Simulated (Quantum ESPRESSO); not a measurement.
# MnS: exchange couplings by hand from total energies

Can a spin model with one coupling foretell the energy of a further order of MnS?

Program: Quantum ESPRESSO 7.5. Level of theory: PBE with U = 4 eV on Mn d (ortho-atomic projectors); plane waves with GBRV 1.5 PBE potentials, no spin-orbit coupling. Results are calculated unless marked as measured.

The database entry behind the starting cell differs from later determinations by our own check (an axis about 0.2 % short against later determinations), so it need not match the best structure at ambient conditions.

**1. Set-up**

It takes space group Fm-3m (No. 225, cubic). The conventional cell has a = 5.209 Å, b = 5.209 Å, c = 5.209 Å, α = 90.00°, β = 90.00°, γ = 90.00°. Nearest to Mn lie 6 S at 2.60 Å. Nearest to S lie 6 Mn at 2.60 Å. Farther neighbours and most contacts between anions are not listed.

The cell comes from the Crystallography Open Database.

**2. The parallel order**

All energies count from this run.

pw.in reads:

```
&CONTROL
  calculation = 'scf'
  prefix = 'pwscf'
  outdir = './tmp'
  pseudo_dir = './pseudo'
  disk_io = 'nowf'
/
&SYSTEM
  ibrav = 0
  celldm(1) = 8
  nat = 2
  ntyp = 2
  ecutwfc = 40
  ecutrho = 280
  nbnd = 19
  occupations = 'smearing'
  smearing = 'fd'
  degauss = 0.00367493
  nspin = 2
  starting_magnetization(1) = 0.3
  starting_magnetization(2) = 0
/
&ELECTRONS
  conv_thr = 4d-09
  electron_maxstep = 150
  mixing_beta = 0.3
/
ATOMIC_SPECIES
Mn     54.9380 mn_pbe_v1.5.uspp.F.UPF
S      32.0600 s_pbe_v1.4.uspp.F.UPF
CELL_PARAMETERS alat
   0.0000000000000    0.6152239614485    0.6152239614485
   0.6152239614485    0.0000000000000    0.6152239614485
   0.6152239614485    0.6152239614485    0.0000000000000
ATOMIC_POSITIONS crystal
Mn      0.0000000000    0.0000000000    0.0000000000
S       0.5000000000    0.5000000000    0.5000000000
K_POINTS automatic
8 8 8 0 0 0
HUBBARD {ortho-atomic}
U Mn-3d 4.0000
```

On the command line:

```sh
OMP_NUM_THREADS=1 mpirun -n 4 pw.x -nk 4 -in pw.in > pw.out
```

Log:

```text
Program PWSCF v.7.5 starts
     [... lines left out ...]
     number of atoms/cell      =            2
     [... lines left out ...]
     number of electrons       =        21.00
     number of Kohn-Sham states=           19
     kinetic-energy cutoff     =      40.0000  Ry
     charge density cutoff     =     280.0000  Ry
     scf convergence threshold =      4.0E-09
     [... lines left out ...]
     48 Sym. Ops., with inversion, found
     [... lines left out ...]
     number of k points=    29  Fermi-Dirac smearing, width (Ry)=  0.0037
     [... lines left out ...]
     iteration # 10     ecut=    40.00 Ry     beta= 0.30
     [... lines left out ...]
     Magnetic moment per site  (integrated on atomic sphere of radius R)
     atom   1 (R=0.254)  charge= 13.1411  magn=  4.5074
     atom   2 (R=0.254)  charge=  4.7245  magn=  0.1147
     [... lines left out ...]
     Tr[ns(  1)] (up, down, total) =   4.97214  0.26130  5.23344
     [... lines left out ...]
     the Fermi energy is    10.6083 ev
!    total energy              =    -235.32592877 Ry
     estimated scf accuracy    <          3.1E-09 Ry
     smearing contrib. (-TS)   =      -0.00000015 Ry
     [... lines left out ...]
     total magnetization       =     5.00 Bohr mag/cell
     absolute magnetization    =     5.00 Bohr mag/cell
     convergence has been achieved in  10 iterations
   JOB DONE.
```

The job ended after 4.8 s (4 MPI ranks of Intel Xeon 6975P-C (Granite Rapids), shared host; peak memory 0.36 GiB).

Spin moment in the atom's sphere by atom:

```tsv
atom	spin moment in the atom's sphere (μB)
Mn1	4.51
S2	0.11
```

This step gave:

| Property | Result |
| --- | --- |
| smearing term TS | 2.08e-6 eV |
| magnetization | 5 μB |
| absolute magnetization | 5 μB |
| final state | ferromagnetic |

**3. The orders used for the fit**

The other orders were run with the same settings, on meshes that hold the same points. Free energies are divided by the number of Mn atoms; q is in fractions of the reciprocal vectors of the first run's cell.

```tsv
order	atoms	mesh	free energy (eV)	eV per Mn	largest moment (μB)
F +	2	8×8×8	-3201.7724	-3201.7724	4.51
AF q=(0,1/2,1/2) +-	4	8×4×8	-6403.5877	-3201.7939	4.48
```

**4. Counting neighbours**

With E = −Σ J e_i·e_j over ordered pairs of unit vectors, turning a neighbour from parallel to opposed costs 2J a Mn atom. So an order lies 2 Σ n J over the parallel one, n being the opposed neighbours in each shell.

```tsv
shell	distance (Å)	neighbours	opposed in AF q=(0,1/2,1/2) +-	opposed in AF q=(0,0,1/2) +-
J1	3.68	12	8	6
J2	5.21	6	0	6
```

Only J1 is kept, as an effective coupling that takes up all reversed shells.

**5. Solving**

```
2 × 8 × J1 = -21.5 meV    (AF q=(0,1/2,1/2) +-)
J1 = -1.34 meV
```

**6. The test**

The couplings now give the orders that were left out:

```
2 × 6 × (-1.34) = -16.1 meV    (AF q=(0,0,1/2) +-)
```

The runs themselves:

```tsv
order	atoms	mesh	free energy (eV)	eV per Mn	largest moment (μB)	over the parallel order (meV)	foretold (meV)
AF q=(0,0,1/2) +-	4	8×8×4	-6403.6584	-3201.8292	4.43	-56.8	-16.1
```

**7. One more shell**

One way to take up the miss is the next shell. Both differences then fix both couplings, and no order is left for a test.

```
2 × 8 × J1 = -21.5 meV    (AF q=(0,1/2,1/2) +-)
2 × 6 × J1 + 2 × 6 × J2 = -56.8 meV    (AF q=(0,0,1/2) +-)
J1 = -1.34 meV
J2 = -3.39 meV
```

**8. Outcome**

```
effective J1 (Mn–Mn at 3.68 Å)      : -1.34 meV
largest miss on the orders left out : 41 meV
J1 with two shells                  : -1.34 meV
J2 with two shells                  : -3.39 meV
```

In words: The model misses the order left out by 41 meV, 72 % of the largest energy difference, so it fails: these couplings alone don't describe the crystal. With the next shell added the couplings are J1 = -1.34 and J2 = -3.39 meV, untested. The largest moment changes by 1.8 % between the orders. Shells that were dropped are folded into the couplings or show in the miss.

[Logs and program files are shortened in this print: banners, set-up blocks, solver, clock and traceback lines can be left out without a mark of their own.]

[Logs are printed without paths, hosts, clocks, repeated set-up lines and the standing remarks that a program may print on its own settings, such as how far it seeks lower states.]

[Hosts, paths, dates, database ids (printed as entryN), source tags and the programs' standing remarks are cut or masked in the printed files.]

[Where a cell is said to come from a database of computed structures, the database is the Materials Project.]
